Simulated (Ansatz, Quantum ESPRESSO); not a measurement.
# SrLiH3 (Pm-3m): modes at Γ and the response to a field, part 3 of 3

Wanted: the vibrations of SrLiH3 (Pm-3m) at Γ, by two programs.

Quantum ESPRESSO 7.5; DFT PBE, scalar-relativistic, plane waves, JTH PAW pseudopotentials.

So far. Step 5 (Linear response at Γ): The acoustic modes at Γ come out as far as 9.2 cm⁻¹ from zero, where they should vanish, a small numerical error; the Born charges miss their sum rule by 0.016 e, which is good. The lowest optical mode is imaginary, 404i cm⁻¹, an instability at this level and on this k mesh. Step 6 (Zone-centre analysis): The rule also moves an optical mode by 1.0 cm⁻¹. The relaxed cell has a = 4.638 Å (conventional setting).

## 8. The LO-TO splitting (1 0 0)

A longitudinal polar mode sets up a macroscopic field that stiffens it; the term hangs on the direction from which q goes to zero.

Contents of dynmat.in:

```
 &input
    fildyn='g.dyn',
    asr='simple',
    fileig='dynmat.eig',
    q(1)=1.0,
    q(2)=0.0,
    q(3)=0.0,
 /
```

On the command line:

```console
$ dynmat.x -in dynmat.in > dynmat.out
```

Numbers of over 12 decimals in the logs are rounded to 6 here.

Output:

```text
[banner, memory and clock lines left out]
Program DYNMAT v.7.5

     Reading Dynamical Matrix from file g.dyn
     ...Force constants read
     ...epsilon and Z* read

     Polarizability (A^3 units)
     multiply by 0.535626 for Clausius-Mossotti correction
        20.644574    0.000000    0.000000
         0.000000   20.644574    0.000000
         0.000000    0.000000   20.644574

     IR activities are in (D/A)^2/amu units

# mode   [cm-1]    [THz]      IR
    1   -403.34  -12.0919    0.0000
    2   -403.34  -12.0919    0.0000
    3   -403.34  -12.0919    0.0000
    4   -396.63  -11.8906   49.0146
    5   -396.63  -11.8906   49.0146
    6     -0.00   -0.0000    0.0000
    7     -0.00   -0.0000    0.0000
    8      0.00    0.0000    0.0000
    9    105.86    3.1737    7.7939
   10    260.74    7.8167    6.1364
   11    260.74    7.8167    6.1364
   12    445.57   13.3579   37.3609
   13   1251.57   37.5211   22.3534
   14   1251.57   37.5211   22.3534
   15   1314.38   39.4041   32.3496

[end of the log left out, with the tail of the file of modes that dynmat.x writes under the same name]
```

Run time: 0.45 s. Hardware: 1 thread of Arm Neoverse V1, shared host.

Read from the output:

- highest mode moved by the LO-TO term: 1314 cm⁻¹

Zone-centre frequencies as printed; negative means imaginary. Modes:

| mode | frequency (cm⁻¹) |
| --- | --- |
| 1 | -403.3 |
| 2 | -403.3 |
| 3 | -403.3 |
| 4 | -396.6 |
| 5 | -396.6 |
| 6 | 0 |
| 7 | 0 |
| 8 | 0 |
| 9 | 105.9 |
| 10 | 260.7 |
| 11 | 260.7 |
| 12 | 445.6 |
| 13 | 1252 |
| 14 | 1252 |
| 15 | 1314 |

The field moves 3 modes; the highest of them now lies at 1314 cm⁻¹, where the highest that moved away lay at 1252.

## 9. A second program

The same cell goes through another code, with its own cutoff. The potentials differ. Its k mesh is centred on Γ.

This step: DFT PBE, scalar-relativistic, plane waves, PAW (Ansatz 0.2.0).

Contents of input.yaml:

```yaml
crystal:
  lattice:
    - [4.6376303817, 0.0, 0.0]
    - [0.0, 4.6376303817, 0.0]
    - [0.0, 0.0, 4.6376303817]
  atoms:
    - { symbol: Li, position: [0.0, 0.0, 0.0] }
    - { symbol: Sr, position: [0.5, 0.5, 0.5] }
    - { symbol: H, position: [0.0, 0.5, 0.5] }
    - { symbol: H, position: [0.5, 0.0, 0.5] }
    - { symbol: H, position: [0.5, 0.5, 0.0] }
kpoints:
  mp_grid: { grid: [6, 6, 6] }
hamiltonian:
  xc: pbe
scf:
  occupations: { method: fixed }
output:
  eigenvalues: true
phonons:
  method: dfpt
  dielectric: true
  rigid_motions: translations
```

On the command line:

```console
$ ansatz run input.yaml --threads 4 --pin off --max-ram 8192MiB --backend cpu --events-out ev --progress --plain --runs-dir out
```

Output:

```text
Engine: ansatz 0.2.0, aarch64-unknown-linux-gnu
Pseudopotentials: kind: paw
Pseudopotential: Li, paw, valence charge 3, recommended cutoff 420 eV (normal), Li.paw.azcp
Pseudopotential: Sr, paw, valence charge 10, recommended cutoff 420 eV (normal), Sr.paw.azcp
Pseudopotential: H, paw, valence charge 1, recommended cutoff 420 eV (normal), H.paw.azcp
Functional definition: PBE
  parameter kappa = 0.804
  parameter beta = 0.066725
  exchange = pbe_x(kappa = kappa, mu = beta*pi^2/3)
  correlation = pbe_c(beta = beta)
Crystal: 5 atoms, lattice volume = 99.744 Å³
Basis set: ecut = 420 eV, 1935 PW (Γ), exchange–correlation on 64×64×64 points (8 copies of the dense FFT grid, shifted against one another)
Bands: 13, of which v1, the nominal top of the filled ones, is band 8 counted from 1 (7 counted from 0)
Symmetry: 48 space group operations
k-points: 80 of 216 (irreducible under 2 space group operations, time reversal used)
Non-local potential: Li, projectors of the file, l = 0: 3, l = 1: 2, l = 2: 1
Non-local potential: Sr, projectors of the file, l = 0: 3, l = 1: 2, l = 2: 2
Non-local potential: H, projectors of the file, l = 0: 2, l = 1: 1
PAW form: soft (Blöchl's): semilocal exchange-correlation on the pseudo side does not see the compensation charge
PAW one-centre angular grid: Li, 110 points (default); XC on 64 Gauss nodes
PAW one-centre angular grid: Sr, 110 points (default); XC on 64 Gauss nodes
PAW one-centre angular grid: H, 110 points (default); XC on 64 Gauss nodes
Initial density: superposition of atomic densities (neutral atoms: chi_scale 0, normalization atom), corrected by the library's trained network
Initial wavefunctions: pseudopotential atomic-orbital guess
Functional: x = pbe(κ = 0.804, μ = 0.219515), c = pbe(β = 0.066725)
SCF iter   1: F=—  HF=-3796.688702 eV  |F-HF|=—  |Δ(HF+E_count)|=         —  Δρ=1.12e-3  dr2=1.68e-3  ethr=1.77e-3  ⟨swp⟩=5.4  Hψ=6040  notcnv=0  defer=142
preconditioner: auto → Resta (q_TF=auto, 2.011 Å⁻¹)  ε∞=3.4  [insulator: Δε(μ)=1.833 eV  Ē_g=5.834 eV  n_scr=18 (ndim 8)  ℏωp=9.1 eV  f_vac=0.000  ε∞_Penn≈3.4]
SCF iter   2: F=—  HF=-3796.689896 eV  |F-HF|=—  |Δ(HF+E_count)|=   1.19e-3  Δρ=6.55e-4  dr2=6.14e-4  ethr=1.05e-5  ⟨swp⟩=2.7  Hψ=2364  notcnv=0  defer=208
SCF iter   3: F=—  HF=-3796.690559 eV  |F-HF|=—  |Δ(HF+E_count)|=   6.63e-4  Δρ=1.45e-4  dr2=2.77e-5  ethr=3.84e-6  ⟨swp⟩=2.9  Hψ=1677  notcnv=0  defer=209
SCF iter   4: F=—  HF=-3796.690576 eV  |F-HF|=—  |Δ(HF+E_count)|=   1.69e-5  Δρ=2.81e-5  dr2=1.02e-6  ethr=1.73e-7  ⟨swp⟩=2.1  Hψ=1244  notcnv=0  defer=207
SCF iter   5: F=—  HF=-3796.690575 eV  |F-HF|=—  |Δ(HF+E_count)|=   5.55e-7  Δρ=9.59e-6  dr2=1.10e-7  ethr=6.35e-9  ⟨swp⟩=2.4  Hψ=1338  notcnv=0  defer=142
SCF iter   6: F=—  HF=-3796.690575 eV  |F-HF|=—  |Δ(HF+E_count)|=   9.99e-8  Δρ=1.33e-6  dr2=2.96e-9  ethr=6.88e-10  ⟨swp⟩=2.0  Hψ=1200  notcnv=0  defer=142
SCF iter   7: F=—  HF=-3796.690575 eV  |F-HF|=—  |Δ(HF+E_count)|=  7.17e-10  Δρ=3.96e-7  dr2=1.63e-10  ethr=1.85e-11  ⟨swp⟩=2.5  Hψ=1590  notcnv=0  defer=142
SCF iter   8: F=-3796.690575 eV  HF=-3796.690575 eV  |F-HF|=1.41e-11  |Δ(HF+E_count)|=  2.02e-10  Δρ=9.75e-8  dr2=5.67e-12  ethr=1.00e-12  ⟨swp⟩=13.5  Hψ=7970  notcnv=0
SCF 1 converged in 8 iterations: F = -3796.690575 eV  dr2 = 5.67e-12
  greatest PAW one-centre occupation: 1.000 electrons in one spin orbital (limit 2), on the Li atom at site 0 (counted from 0), in its partial waves of l = 0
DFPT response loops at Γ: preconditioner auto → none (the input reference at scf.mixing.eps_inf says where Resta's filter doesn't serve); β = 0.50; Broyden in place of MSR1
── the response to a field inside a basis, on 6×6×6 k-points: an SCF that follows is theirs, and a resumed run solves both again ──
Bands: 9, of which v1, the nominal top of the filled ones, is band 8 counted from 1 (7 counted from 0)
k-points: 10 of 216
Initial density: handed on by an earlier stage of this run
Initial wavefunctions: pseudopotential atomic-orbital guess (no wavefunctions were taken with the density)
Eigensolver: Dense (10 Hₖ)
SCF iter   1: F=—  HF=-3796.689934 eV  |F-HF|=—  |Δ(HF+E_count)|=         —  Δρ=1.90e-4  dr2=7.98e-6  ethr=1.00e-1
preconditioner: auto → Resta (q_TF=auto, 2.011 Å⁻¹)  ε∞=6.5  [insulator: Δε(μ)=2.163 eV  Ē_g=3.886 eV  n_scr=18 (ndim 8)  ℏωp=9.1 eV  f_vac=0.000  ε∞_Penn≈6.5]
SCF iter   2: F=—  HF=-3796.689940 eV  |F-HF|=—  |Δ(HF+E_count)|=   6.67e-6  Δρ=9.82e-5  dr2=2.11e-6  ethr=4.98e-8
SCF iter   3: F=-3796.689944 eV  HF=-3796.689944 eV  |F-HF|=2.72e-8  |Δ(HF+E_count)|=   3.20e-6  Δρ=8.73e-6  dr2=7.87e-8  ethr=1.32e-8
SCF 1 converged in 3 iterations: F = -3796.689944 eV  dr2 = 7.87e-8
DFPT response loops at Γ: mixed as the last ones told, above
SCF converged after 8 iterations
Free energy (F): -3796.690575 eV
Harris-Foulkes:  -3796.690575 eV  (|F-HF|=1.41e-11)
Internal energy: -3796.690575 eV  (E = F + TS)
E sigma→0 (E₀):  -3796.690575 eV
Fermi energy:    0.577226 eV
--- Per-component energies (eV) ---
  E_band       = -247.009203
  E_kinetic    = 305.751002
  E_local      = -1038.146570  (includes V_loc(G=0)·N_el)
  E_nonlocal   = 173.034877
  E_hartree    = 288.429758
  E_xc         = -210.058578
  E_vxc        = -209.313014  (∫ρ·V_xc dr)
  E_paw        = -2717.015198  (= ΣΔE_a)
  E_vpaw       = -55.191428  (= ΣTr[D̂ρ^β])
  E_aug_tail   = -0.003584  (compensation charges beyond the density's cutoff)
  E_ewald      = -598.682283
  E_smearing   = -0.000000  (= −TS)
  E_closure    = 0.000000  (closes the sum)
  Σ components = -3796.690575   (vs F -3796.690575, Δ=0.00e0)
--- Band table (eV; the first three rows and the last of 80) ---
  k-point 0: bands = [... 4 lower, -14.2856, -2.4882, -0.3312, -0.3312, 5.7421, 5.7798, 5.7798, 5.7798, ... 1 higher]
  k-point 1: bands = [... 4 lower, -14.2844, -2.3099, -0.2992, -0.2711, 4.8367, 5.6334, 5.6334, 6.5401, ... 1 higher]
  k-point 2: bands = [... 4 lower, -14.2819, -1.9011, -0.2326, -0.2229, 4.3946, 5.3732, 5.3732, 6.7821, ... 1 higher]
  k-point 79: bands = [... 4 lower, -14.3823, 0.5772, 0.5772, 0.5772, 3.0479, 3.0479, 3.0479, 4.9900, ... 1 higher]
--- Phonons (Γ-DFPT): 4 representative perturbations + reference, on 80 of 216 k-points (Σ response iterations 13) ---
  k mesh reduced under 2 symmetry operations, with k and −k counted as one. Each operation leaves every solved perturbation unchanged. A smaller set is not considered because the run solves the response to a homogeneous field
  ASR residual: 2.755e-4 → 0.000e0 eV/Å²; symmetrization residual: 3.431e-7 eV/Å²
  ASR residual per site (eV/Å²): 1.02e-5 2.76e-4 2.18e-5 2.18e-5 2.18e-5
  Γ frequencies (cm⁻¹): -405.93 -405.93 -405.93 -399.31 -399.31 -399.31 0.00 0.00 0.00 259.87 259.87 259.87 1251.47 1251.47 1251.47
  ε∞ (high-frequency dielectric tensor):
        3.606472    -0.000000     0.000000
       -0.000000     3.606472     0.000000
        0.000000     0.000000     3.606472
  softest optical mode at Γ: -405.93 cm⁻¹; the repairs (sum rule, projections) moved no ω² at Γ by more than (2.70 cm⁻¹)²
  Born effective charges Z* (e; rows j = field, columns β = displacement):
    site 0:
         1.42791   -0.00000    0.00000
         0.00000    1.42791   -0.00000
         0.00000    0.00000    1.42791
    site 1:
         1.61638    0.00000    0.00000
        -0.00000    1.61638   -0.00000
         0.00000    0.00000    1.61638
    site 2:
        -1.04549   -0.00000    0.00000
         0.00000   -0.99940    0.00000
         0.00000    0.00000   -0.99940
    site 3:
        -0.99940   -0.00000    0.00000
         0.00000   -1.04549   -0.00000
        -0.00000    0.00000   -0.99940
    site 4:
        -0.99940   -0.00000    0.00000
         0.00000   -0.99940   -0.00000
         0.00000    0.00000   -1.04549
  Z* charge neutrality: 1.439e-3 e pre-enforcement
  solved inside a basis spanned on kpoints, on 6×6×6 k-points, its susceptibility summed on 10×10×10: ε∞ is read to err by 8.7e-3, Z* by 1.1e-2 e (field_mesh: kpoints solves on kpoints); Z* is corrected for what the basis lacks
  optical modes at Γ without the LO–TO term, one row a degenerate level:
      ω (cm⁻¹)  modes    IR ((D/Å)²/amu)
       -405.93      3             0.0000
       -399.31      3           149.0301
        259.87      3            17.9798
       1251.47      3            67.6020
  optical modes at Γ + LO–TO along q̂ = [1.0000, 0.0000, 0.0000]:
      ω (cm⁻¹)  modes    IR ((D/Å)²/amu)
       -405.93      3             0.0000
       -399.31      2            99.3534
        107.85      1             7.8482
        259.87      2            11.9865
        444.65      1            37.6714
       1251.47      2            45.0680
       1314.76      1            32.6844
  optical modes at Γ + LO–TO along q̂ = [0.0000, 1.0000, 0.0000]:
      ω (cm⁻¹)  modes    IR ((D/Å)²/amu)
       -405.93      3             0.0000
       -399.31      2            99.3534
        107.85      1             7.8482
        259.87      2            11.9865
        444.65      1            37.6714
       1251.47      2            45.0680
       1314.76      1            32.6844
  optical modes at Γ + LO–TO along q̂ = [0.0000, 0.0000, 1.0000]:
      ω (cm⁻¹)  modes    IR ((D/Å)²/amu)
       -405.93      3             0.0000
       -399.31      2            99.3534
        107.85      1             7.8482
        259.87      2            11.9865
        444.65      1            37.6714
       1251.47      2            45.0680
       1314.76      1            32.6844
```

Elapsed: 16 s, on 4 threads; peak memory 0.67 GiB.

Read from the output:

* gap on the k-mesh: 1.838 eV
* sum-rule residual before enforcement: 2.76e-4 eV/Å²
* miss of the charge sum rule: 0.001439 e
* estimated error of the dielectric tensor: 0.008724
* estimated error of the Born charges: 0.01097 e
* highest optical zone-centre mode (no LO-TO term): 1251 cm⁻¹
* lowest optical zone-centre mode: -405.9 cm⁻¹
* mean high-frequency dielectric constant: 3.607
* highest mode moved by the LO-TO term: 1315 cm⁻¹

Transverse modes; imaginary modes left out. Infrared lines, with heights relative to the strongest:

| position (cm⁻¹) | label | IR intensity ((D/Å)²/amu), degenerate modes summed, relative |
| --- | --- | --- |
| 260 | T1u | 27 |
| 1252 | T1u | 100 |

## 10. Side by side: QE JTH and Ansatz, PAW

Worked out from the results:

```yaml
root_mean_square_difference: 1.91 cm⁻¹
largest_difference: 2.68 cm⁻¹
```

The 12 of 12 modes that differ most. Frequencies side by side:

| q (reciprocal lattice) | mode | QE JTH (cm⁻¹) | Ansatz, PAW (cm⁻¹) |
| --- | --- | --- | --- |
| 0 0 0 | 1 | -403.3 | -405.9 |
| 0 0 0 | 2 | -403.3 | -405.9 |
| 0 0 0 | 3 | -403.3 | -405.9 |
| 0 0 0 | 4 | -396.6 | -399.3 |
| 0 0 0 | 5 | -396.6 | -399.3 |
| 0 0 0 | 6 | -396.6 | -399.3 |
| 0 0 0 | 10 | 260.7 | 259.9 |
| 0 0 0 | 11 | 260.7 | 259.9 |
| 0 0 0 | 12 | 260.7 | 259.9 |
| 0 0 0 | 13 | 1252 | 1251 |
| 0 0 0 | 14 | 1252 | 1251 |
| 0 0 0 | 15 | 1252 | 1251 |

The two runs side by side. Further quantities:

| quantity | QE JTH | Ansatz, PAW |
| --- | --- | --- |
| mean ε∞ | 3.601 | 3.607 |
| largest Born charge in size (e; the first before, the second after the charge sum rule) | 1.616 | 1.616 |

At the zone centre the largest difference (acoustic modes at Γ apart) is 0.2 % of the highest mode.

## 11. Summary of results

- space group after relaxation: Pm-3m
- volume per atom: 19.9 Å³
- gap on the k-mesh: 1.84 eV
- highest optical zone-centre mode (no LO-TO term): 1252 cm⁻¹
- lowest optical zone-centre mode: -403.3 cm⁻¹
- highest mode moved by the LO-TO term: 1314 cm⁻¹
- mean high-frequency dielectric constant: 3.60
- largest Born charge in size (third of the trace): 1.62 e
- imaginary optical modes at the zone centre (no q mesh in this session): yes
- largest difference from Ansatz, PAW: 2.68 cm⁻¹

At the PBE level the optical modes of SrLiH3 (Pm-3m) at the zone centre (no LO-TO term) run from 403i to 1252 cm⁻¹, so the structure is a saddle point, with 6 modes beyond 10i cm⁻¹ there. Along the directions run, the highest mode that the macroscopic field moves lies at 1314 cm⁻¹. Of the 12 optical modes, 3 are silent and 9 are infrared active alone. QE JTH and Ansatz, PAW differ by 1.9 cm⁻¹ in the root mean square and by 2.7 cm⁻¹ at most, 0.2 % of the highest mode compared (acoustic modes at Γ left out); the two use different potentials, and the cell was not relaxed for the second set. These are harmonic frequencies at zero temperature: anharmonic shifts and linewidths and thermal expansion are left out. The structure comes from a database and need not be the phase that is stable at ambient conditions.

[Host names and launcher messages were left out of these logs when they were recorded.]

[Logs are printed without paths, hosts, clocks, repeated set-up lines and the standing remarks that a program may print on its own settings, such as how far it seeks lower states.]

[Hosts, paths, dates, database ids (printed as entryN), source tags and the programs' standing remarks are cut or masked in the printed files.]
